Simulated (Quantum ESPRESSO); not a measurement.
# KMgF3 (Pm-3m): zone-centre phonons, part 2 of 4

Which modes does KMgF3 (Pm-3m) have at the zone centre?

Quantum ESPRESSO 7.5; DFT LDA, scalar-relativistic, plane waves, PseudoDojo norm-conserving pseudopotentials.

So far. Step 2 (A first look): A gap of 7.0 eV opens on this mesh, so the crystal is taken as an insulator; the start stands at -4.6 GPa. Step 4 (Ground state): The cell stands at -0.011 GPa, close enough for phonons.

### Step 5. Zone-centre response

At q = 0 one unit cell holds all displacements; symmetry groups them into irreducible representations that are solved one by one. The response to a field gives ε∞ and the Born charges, which polar modes need.

The input, ph.in:

```
phonons
&INPUTPH
  prefix = 'x'
  outdir = './tmp'
  fildyn = 'g.dyn'
  tr2_ph = 1.0d-18
  epsil  = .true.
/
0.000000000000 0.000000000000 0.000000000000
```

Launch:

```
> OMP_NUM_THREADS=1 mpirun -n 4 ph.x -nk 4 -in ph.in > ph.out
```

The log of the run:

```text
[banners, grids, parts of the stress and lines that vanish by symmetry left out]
[banner, memory and clock lines left out]
Program PHONON v.7.5

     ./tmp/x.save/

     IMPORTANT: XC functional enforced from input :
     Exchange-correlation= PW
                           (   1   4   0   0   0   0   0)
     Any further DFT definition will be discarded
     Please, verify this is what you really want

     G-vector sticks info

     Reading collected, re-writing distributed wavefunctions in ./tmp/

     Number and degeneracy of irreps per q-point
       N         xq(1)         xq(2)         xq(3)   N irreps
       1   0.000000000   0.000000000   0.000000000       5
        3   3   3   3   3

     Calculation of q =    0.0000000   0.0000000   0.0000000

     phonons

     bravais-lattice index     =            0
     lattice parameter (alat)  =       7.3831  a.u.
     unit-cell volume          =     402.4473 (a.u.)^3
     number of atoms/cell      =            5
     number of atomic types    =            3
     kinetic-energy cut-off    =      92.0000  Ry
     charge density cut-off    =     368.0000  Ry
     convergence threshold     =      1.0E-18
     beta                      =       0.7000
     number of iterations used =            4
     Exchange-correlation= PW
                           (   1   4   0   0   0   0   0)

     celldm(1)=    7.38306  celldm(2)=    0.00000  celldm(3)=    0.00000
     celldm(4)=    0.00000  celldm(5)=    0.00000  celldm(6)=    0.00000

     crystal axes: (cart. coord. in units of alat)
               a(1) = (  1.0000  0.0000  0.0000 )
               a(2) = (  0.0000  1.0000  0.0000 )
               a(3) = (  0.0000  0.0000  1.0000 )

     reciprocal axes: (cart. coord. in units 2 pi/alat)
               b(1) = (  1.0000  0.0000  0.0000 )
               b(2) = (  0.0000  1.0000  0.0000 )
               b(3) = (  0.0000  0.0000  1.0000 )

     Atoms inside the unit cell:

     Cartesian axes

     site n.  atom      mass           positions (alat units)
        1  K      39.0983   tau(    1) = (    0.50000    0.50000    0.50000  )
        2  Mg     24.3050   tau(    2) = (    0.00000    0.00000    0.00000  )
        3  F      18.9984   tau(    3) = (    0.50000    0.00000    0.00000  )
        4  F      18.9984   tau(    4) = (    0.00000    0.50000    0.00000  )
        5  F      18.9984   tau(    5) = (    0.00000    0.00000    0.50000  )

     Computing dynamical matrix for
                    q = (   0.0000000   0.0000000   0.0000000 )

     49 Sym.Ops. (with q -> -q+G )

     G cutoff =  508.1135  (  47937 G-vectors)     FFT grid: ( 45, 45, 45)
     number of k points=    35
                       cart. coord. in units 2pi/alat
        k(    1) = (   0.0000000   0.0000000   0.0000000), wk =   0.0039062
        k(    2) = (   0.0000000   0.0000000   0.1250000), wk =   0.0234375
        k(    3) = (   0.0000000   0.0000000   0.2500000), wk =   0.0234375
        [... further k-points left out ...]

     PseudoPot. # 1 for K  read from file:
     ./pseudo/K.upf
     Pseudo is Norm-conserving + core correction, Zval =  9.0

     PseudoPot. # 2 for Mg read from file:
     ./pseudo/Mg.upf
     Pseudo is Norm-conserving, Zval = 10.0

     PseudoPot. # 3 for F  read from file:
     ./pseudo/F.upf
     Pseudo is Norm-conserving + core correction, Zval =  7.0

     Mode symmetry, O_h (m-3m)  point group:

     Electric field:
     Dielectric constant
     Born effective charges as d Force / d E

     Atomic displacements:
     There are    5 irreducible representations

     Representation     1      3 modes -  To be done

     Representation     2      3 modes -  To be done

     Representation     3      3 modes -  To be done

     Representation     4      3 modes -  To be done

     Representation     5      3 modes -  To be done

     Alpha used in Ewald sum =   2.8000

     Electric Fields Calculation

      iter #   1   av.it.:   6.8
      thresh= 1.000E-02 alpha_mix =  0.700 |ddv_scf|^2 =  1.689E-08

      [... iterations left out ...]
      iter #   8   av.it.:  13.1
      thresh= 3.150E-10 alpha_mix =  0.700 |ddv_scf|^2 =  6.661E-19

     End of electric fields calculation

          Dielectric constant in cartesian axis

          (       2.157868878       0.000000000       0.000000000 )
          (       0.000000000       2.157868878       0.000000000 )
          (       0.000000000       0.000000000       2.157868878 )

          Effective charges (d Force / dE) in cartesian axis without acoustic sum rule applied (asr)

           atom    1  K     Mean Z*:        1.19490
      Ex  (        1.19490        0.00000        0.00000 )
      Ey  (        0.00000        1.19490        0.00000 )
      Ez  (        0.00000        0.00000        1.19490 )
           atom    2  Mg    Mean Z*:        1.98931
      Ex  (        1.98931        0.00000        0.00000 )
      Ey  (        0.00000        1.98931        0.00000 )
      Ez  (        0.00000        0.00000        1.98931 )
           atom    3  F     Mean Z*:       -1.06138
      Ex  (       -1.25161        0.00000        0.00000 )
      Ey  (        0.00000       -0.96627        0.00000 )
      Ez  (        0.00000        0.00000       -0.96627 )
           atom    4  F     Mean Z*:       -1.06138
      Ex  (       -0.96627        0.00000        0.00000 )
      Ey  (        0.00000       -1.25161        0.00000 )
      Ez  (        0.00000        0.00000       -0.96627 )
           atom    5  F     Mean Z*:       -1.06138
      Ex  (       -0.96627        0.00000        0.00000 )
      Ey  (        0.00000       -0.96627        0.00000 )
      Ez  (        0.00000        0.00000       -1.25161 )

          Effective charges Sum: Mean:        0.00007
              0.00007        0.00000        0.00000
              0.00000        0.00007        0.00000
              0.00000        0.00000        0.00007

          Effective charges (d Force / dE) in cartesian axis with asr applied:
           atom    1  K     Mean Z*:        1.19489
      E*x (        1.19489        0.00000        0.00000 )
      E*y (        0.00000        1.19489        0.00000 )
      E*z (        0.00000        0.00000        1.19489 )
           atom    2  Mg    Mean Z*:        1.98930
      E*x (        1.98930        0.00000        0.00000 )
      E*y (        0.00000        1.98930        0.00000 )
      E*z (        0.00000        0.00000        1.98930 )
           atom    3  F     Mean Z*:       -1.06140
      E*x (       -1.25163        0.00000        0.00000 )
      E*y (        0.00000       -0.96628        0.00000 )
      E*z (        0.00000        0.00000       -0.96628 )
           atom    4  F     Mean Z*:       -1.06140
      E*x (       -0.96628        0.00000        0.00000 )
      E*y (        0.00000       -1.25163        0.00000 )
      E*z (        0.00000        0.00000       -0.96628 )
           atom    5  F     Mean Z*:       -1.06140
      E*x (       -0.96628        0.00000        0.00000 )
      E*y (        0.00000       -0.96628        0.00000 )
      E*z (        0.00000        0.00000       -1.25163 )

     Representation #   1 modes #   1   2   3

     Self-consistent Calculation

      iter #   1   av.it.:   7.2
      thresh= 1.000E-02 alpha_mix =  0.700 |ddv_scf|^2 =  7.338E-07

      [... iterations left out ...]
      iter #   9   av.it.:  12.8
      thresh= 1.109E-10 alpha_mix =  0.700 |ddv_scf|^2 =  1.832E-20

     End of self-consistent calculation

     Convergence has been achieved

     Representation #   2 modes #   4   5   6

     Self-consistent Calculation

      iter #   1   av.it.:   7.0
      thresh= 1.000E-02 alpha_mix =  0.700 |ddv_scf|^2 =  1.280E-06

      [... iterations left out ...]
      iter #   9   av.it.:  13.8
      thresh= 1.953E-10 alpha_mix =  0.700 |ddv_scf|^2 =  1.808E-20

     End of self-consistent calculation

     Convergence has been achieved

     Representation #   3 modes #   7   8   9

     Self-consistent Calculation

      iter #   1   av.it.:   6.4
      thresh= 1.000E-02 alpha_mix =  0.700 |ddv_scf|^2 =  5.850E-07

      [... iterations left out ...]
      iter #   8   av.it.:  13.8
      thresh= 3.145E-10 alpha_mix =  0.700 |ddv_scf|^2 =  7.731E-20

     End of self-consistent calculation

     Convergence has been achieved

     Representation #   4 modes #  10  11  12

     Self-consistent Calculation

      iter #   1   av.it.:   7.1
      thresh= 1.000E-02 alpha_mix =  0.700 |ddv_scf|^2 =  7.395E-07

      [... iterations left out ...]
      iter #   8   av.it.:  13.9
      thresh= 6.421E-10 alpha_mix =  0.700 |ddv_scf|^2 =  4.050E-19

     End of self-consistent calculation

     Convergence has been achieved

     Representation #   5 modes #  13  14  15

     Self-consistent Calculation

      iter #   1   av.it.:   6.9
      thresh= 1.000E-02 alpha_mix =  0.700 |ddv_scf|^2 =  3.624E-07

      [... iterations left out ...]
      iter #   7   av.it.:  13.4
      thresh= 1.652E-10 alpha_mix =  0.700 |ddv_scf|^2 =  3.455E-20

     End of self-consistent calculation

     Convergence has been achieved

     Number of q in the star =    1
     List of q in the star:
          1   0.000000000   0.000000000   0.000000000

          Dielectric constant in cartesian axis

          (       2.157868878       0.000000000       0.000000000 )
          (       0.000000000       2.157868878       0.000000000 )
          (       0.000000000       0.000000000       2.157868878 )

          Effective charges (d Force / dE) in cartesian axis without acoustic sum rule applied (asr)

           atom    1  K     Mean Z*:        1.19490
      Ex  (        1.19490        0.00000        0.00000 )
      Ey  (        0.00000        1.19490        0.00000 )
      Ez  (        0.00000        0.00000        1.19490 )
           atom    2  Mg    Mean Z*:        1.98931
      Ex  (        1.98931        0.00000        0.00000 )
      Ey  (        0.00000        1.98931        0.00000 )
      Ez  (        0.00000        0.00000        1.98931 )
           atom    3  F     Mean Z*:       -1.06138
      Ex  (       -1.25161        0.00000        0.00000 )
      Ey  (        0.00000       -0.96627        0.00000 )
      Ez  (        0.00000        0.00000       -0.96627 )
           atom    4  F     Mean Z*:       -1.06138
      Ex  (       -0.96627        0.00000        0.00000 )
      Ey  (        0.00000       -1.25161        0.00000 )
      Ez  (        0.00000        0.00000       -0.96627 )
           atom    5  F     Mean Z*:       -1.06138
      Ex  (       -0.96627        0.00000        0.00000 )
      Ey  (        0.00000       -0.96627        0.00000 )
      Ez  (        0.00000        0.00000       -1.25161 )

          Effective charges Sum: Mean:        0.00007
              0.00007        0.00000        0.00000
              0.00000        0.00007        0.00000
              0.00000        0.00000        0.00007

          Effective charges (d Force / dE) in cartesian axis with asr applied:
           atom    1  K     Mean Z*:        1.19489
      E*x (        1.19489        0.00000        0.00000 )
      E*y (        0.00000        1.19489        0.00000 )
      E*z (        0.00000        0.00000        1.19489 )
           atom    2  Mg    Mean Z*:        1.98930
      E*x (        1.98930        0.00000        0.00000 )
      E*y (        0.00000        1.98930        0.00000 )
      E*z (        0.00000        0.00000        1.98930 )
           atom    3  F     Mean Z*:       -1.06140
      E*x (       -1.25163        0.00000        0.00000 )
      E*y (        0.00000       -0.96628        0.00000 )
      E*z (        0.00000        0.00000       -0.96628 )
           atom    4  F     Mean Z*:       -1.06140
      E*x (       -0.96628        0.00000        0.00000 )
      E*y (        0.00000       -1.25163        0.00000 )
      E*z (        0.00000        0.00000       -0.96628 )
           atom    5  F     Mean Z*:       -1.06140
      E*x (       -0.96628        0.00000        0.00000 )
      E*y (        0.00000       -0.96628        0.00000 )
      E*z (        0.00000        0.00000       -1.25163 )

     Diagonalizing the dynamical matrix

     q = (    0.000000000   0.000000000   0.000000000 )

 **************************************************************************
     freq (    1) =       0.252378 [THz] =       8.418432 [cm-1]
     freq (    2) =       0.252378 [THz] =       8.418432 [cm-1]
     freq (    3) =       0.252378 [THz] =       8.418432 [cm-1]
     freq (    4) =       4.661787 [THz] =     155.500485 [cm-1]
     freq (    5) =       4.661787 [THz] =     155.500485 [cm-1]
     freq (    6) =       4.661787 [THz] =     155.500485 [cm-1]
     freq (    7) =       5.556641 [THz] =     185.349580 [cm-1]
     freq (    8) =       5.556641 [THz] =     185.349580 [cm-1]
     freq (    9) =       5.556641 [THz] =     185.349580 [cm-1]
     freq (   10) =       8.564679 [THz] =     285.686934 [cm-1]
     freq (   11) =       8.564679 [THz] =     285.686934 [cm-1]
     freq (   12) =       8.564679 [THz] =     285.686934 [cm-1]
     freq (   13) =      15.478375 [THz] =     516.303012 [cm-1]
     freq (   14) =      15.478375 [THz] =     516.303012 [cm-1]
     freq (   15) =      15.478375 [THz] =     516.303012 [cm-1]
 **************************************************************************

     Mode symmetry, O_h (m-3m)  point group:

     freq (   1-   3) =          8.4  [cm-1]   --> T_1u G_15  G_4- I
     freq (   4-   6) =        155.5  [cm-1]   --> T_1u G_15  G_4- I
     freq (   7-   9) =        185.3  [cm-1]   --> T_2u G_25  G_5-
     freq (  10-  12) =        285.7  [cm-1]   --> T_1u G_15  G_4- I
     freq (  13-  15) =        516.3  [cm-1]   --> T_1u G_15  G_4- I
```

It took 14 min on 4 MPI ranks of Arm Neoverse V2, shared host; 55 min of CPU time.

Numbers from this step:

| Property | Result |
| --- | --- |
| miss of the charge sum rule | 6.00e-5 e |
| largest acoustic frequency at the zone centre before the sum rule | 8.42 cm⁻¹ |
| highest optical zone-centre mode (no LO-TO term) | 516.3 cm⁻¹ |
| lowest optical zone-centre mode | 155.5 cm⁻¹ |
| mean high-frequency dielectric constant | 2.158 |
| largest Born charge in size (third of the trace) | 1.989 e |

Born charge (rows field, columns displacement), before the sum rule (e), principal values of the symmetric part by kind of site:

| atom | atoms with these values | low | middle | high | mean |
| --- | --- | --- | --- | --- | --- |
| K1 | 1 | 1.19 | 1.19 | 1.19 | 1.19 |
| Mg2 | 1 | 1.99 | 1.99 | 1.99 | 1.99 |
| F3 | 3 | -1.25 | -0.97 | -0.97 | -1.06 |

In full for Mg2:

```
1.99 0.00 0.00
0.00 1.99 0.00
0.00 0.00 1.99
```

High-frequency dielectric tensor:

```
2.16 0.00 0.00
0.00 2.16 0.00
0.00 0.00 2.16
```

The acoustic modes at Γ come out as far as 8.4 cm⁻¹ from zero, where they should vanish, a small numerical error; the Born charges miss their sum rule by 6.0e-5 e, which is good.

### Step 6. Zone-centre analysis

A rigid shift of the crystal must cost nothing, but grids and finite bases break this; the acoustic sum rule is imposed before the matrix is diagonalised again. With Born charges the intensities follow, and the static dielectric tensor.

The input, dynmat.in:

```
&INPUT
  fildyn = 'g.dyn'
  asr    = 'simple'
  fileig = 'dynmat.eig'
  lperm  = .true.
/
```

Launch:

```
> dynmat.x -in dynmat.in > dynmat.out
```

The log of the run:

```text
[banner, memory and clock lines left out]
Program DYNMAT v.7.5

     Reading Dynamical Matrix from file g.dyn
     ...Force constants read
     ...epsilon and Z* read
     A direction for q was not specified:TO-LO splitting will be absent

     Polarizability (A^3 units)
     multiply by 0.721523 for Clausius-Mossotti correction
         5.494927    0.000000    0.000000
         0.000000    5.494927    0.000000
         0.000000    0.000000    5.494927

     IR activities are in (D/A)^2/amu units

# mode   [cm-1]    [THz]      IR
    1     -0.00   -0.0000    0.0000
    2     -0.00   -0.0000    0.0000
    3      0.00    0.0000    0.0000
    4    155.44    4.6600    1.8133
    5    155.44    4.6600    1.8133
    6    155.44    4.6600    1.8133
    7    185.38    5.5575    0.0000
    8    185.38    5.5575    0.0000
    9    185.38    5.5575    0.0000
   10    285.43    8.5570    2.8380
   11    285.43    8.5570    2.8380
   12    285.43    8.5570    2.8380
   13    516.18   15.4748    4.1177
   14    516.18   15.4748    4.1177
   15    516.18   15.4748    4.1177

Electronic dielectric permittivity tensor (relative, adimensional)
         2.157869    0.000000    0.000000
         0.000000    2.157869    0.000000
         0.000000    0.000000    2.157869

 ... with zone-center polar mode contributions
         6.640386    0.000000   -0.000000
         0.000000    6.640386    0.000000
        -0.000000    0.000000    6.640386

[end of the log left out, with the tail of the file of modes that dynmat.x writes under the same name]
```

Run time: 0.45 s. Hardware: 1 thread.

Numbers from this step:

| Quantity | Value |
| --- | --- |
| highest optical zone-centre mode (no LO-TO term) | 516.2 cm⁻¹ |
| lowest optical zone-centre mode | 155.4 cm⁻¹ |
| mean static dielectric constant | 6.640 |

Unit eigenvectors of the mass-weighted matrix after the sum rule; no LO-TO term. Modes at Γ, with each element's share of the kinetic energy:

| mode | frequency (cm⁻¹) | symmetry | K % | Mg % | F % |
| --- | --- | --- | --- | --- | --- |
| 1 | 0.0 | acoustic | 32 | 20 | 47 |
| 2 | 0.0 | acoustic | 32 | 20 | 47 |
| 3 | 0.0 | acoustic | 32 | 20 | 47 |
| 4 | 155.4 | T1u | 67 | 5 | 28 |
| 5 | 155.4 | T1u | 67 | 5 | 28 |
| 6 | 155.4 | T1u | 67 | 5 | 28 |
| 7 | 185.4 | T2u | 0 | 0 | 100 |
| 8 | 185.4 | T2u | 0 | 0 | 100 |
| 9 | 185.4 | T2u | 0 | 0 | 100 |
| 10 | 285.4 | T1u | 1 | 41 | 58 |
| 11 | 285.4 | T1u | 1 | 41 | 58 |
| 12 | 285.4 | T1u | 1 | 41 | 58 |
| 13 | 516.2 | T1u | 0 | 33 | 67 |
| 14 | 516.2 | T1u | 0 | 33 | 67 |
| 15 | 516.2 | T1u | 0 | 33 | 67 |

Displacements in mode 4 (155.4 cm⁻¹), the largest set to 1:
```
K1  -0.02  0.28  1.00
Mg2  0.01 -0.10 -0.36
F3   0.01 -0.16 -0.58
F4   0.01 -0.13 -0.58
F5   0.01 -0.16 -0.44
```

Displacements in mode 14 (516.2 cm⁻¹), the largest set to 1:
```
K1   0.00  0.01  0.00
Mg2  0.12 -0.63  0.00
F3  -0.19 -0.11  0.00
F4   0.02  1.00  0.00
F5   0.02 -0.11  0.00
```

Degenerate modes summed, no LO-TO term. Lines of the infrared spectrum (strongest = 100):

| position (cm⁻¹) | lines merged | label | IR intensity, relative |
| --- | --- | --- | --- |
| 155 | 3 | T1u | 44 |
| 185 | 3 | T2u | 0.0 |
| 285 | 3 | T1u | 69 |
| 516 | 3 | T1u | 100 |

Static dielectric tensor (ions relaxed, fixed cell):

```
6.64 0.00 0.00
0.00 6.64 0.00
0.00 0.00 6.64
```

The rule moves no optical mode by more than 0.3 cm⁻¹.

### Step 7. The LO-TO splitting (1 0 0)

A longitudinal polar mode sets up a macroscopic field that stiffens it; the term hangs on the direction from which q goes to zero.

The input, dynmat.in:

```
&INPUT
  fildyn = 'g.dyn'
  asr    = 'simple'
  fileig = 'dynmat.eig'
  q(1)   = 1.0
  q(2)   = 0.0
  q(3)   = 0.0
/
```

Launch:

```
> dynmat.x -in dynmat.in > dynmat.out
```

The log of the run:

```text
[banner, memory and clock lines left out]
Program DYNMAT v.7.5

     Reading Dynamical Matrix from file g.dyn
     ...Force constants read
     ...epsilon and Z* read

     Polarizability (A^3 units)
     multiply by 0.721523 for Clausius-Mossotti correction
         5.494927    0.000000    0.000000
         0.000000    5.494927    0.000000
         0.000000    0.000000    5.494927

     IR activities are in (D/A)^2/amu units

# mode   [cm-1]    [THz]      IR
    1     -0.00   -0.0000    0.0000
    2     -0.00   -0.0000    0.0000
    3      0.00    0.0000    0.0000
    4    155.44    4.6600    1.8133
    5    155.44    4.6600    1.8133
    6    185.38    5.5575    0.0000
    7    185.38    5.5575    0.0000
    8    185.38    5.5575    0.0000
    9    192.18    5.7613    0.2883
   10    285.43    8.5570    2.8380
   11    285.43    8.5570    2.8380
   12    349.09   10.4655    1.7122
   13    516.18   15.4748    4.1177
   14    516.18   15.4748    4.1177
   15    598.85   17.9529    6.7685

[end of the log left out, with the tail of the file of modes that dynmat.x writes under the same name]
```

Run time: 0.45 s. Hardware: 1 thread.

Numbers from this step:

| Property | Result |
| --- | --- |
| highest mode moved by the LO-TO term | 598.9 cm⁻¹ |

Zone-centre frequencies as printed; negative means imaginary. Modes:

| mode | frequency (cm⁻¹) |
| --- | --- |
| 1 | 0 |
| 2 | 0 |
| 3 | 0 |
| 4 | 155.4 |
| 5 | 155.4 |
| 6 | 185.4 |
| 7 | 185.4 |
| 8 | 185.4 |
| 9 | 192.2 |
| 10 | 285.4 |
| 11 | 285.4 |
| 12 | 349.1 |
| 13 | 516.2 |
| 14 | 516.2 |
| 15 | 598.9 |

The field moves 3 modes; the highest of them now lies at 599 cm⁻¹, where the highest that moved away lay at 516.

[end of part 2 of 4]

[Host names and launcher messages were left out of these logs when they were recorded.]

[Logs are printed without paths, hosts, clocks, repeated set-up lines and the standing remarks that a program may print on its own settings, such as how far it seeks lower states.]

[Hosts, paths, dates, database ids (printed as entryN), source tags and the programs' standing remarks are cut or masked in the printed files.]
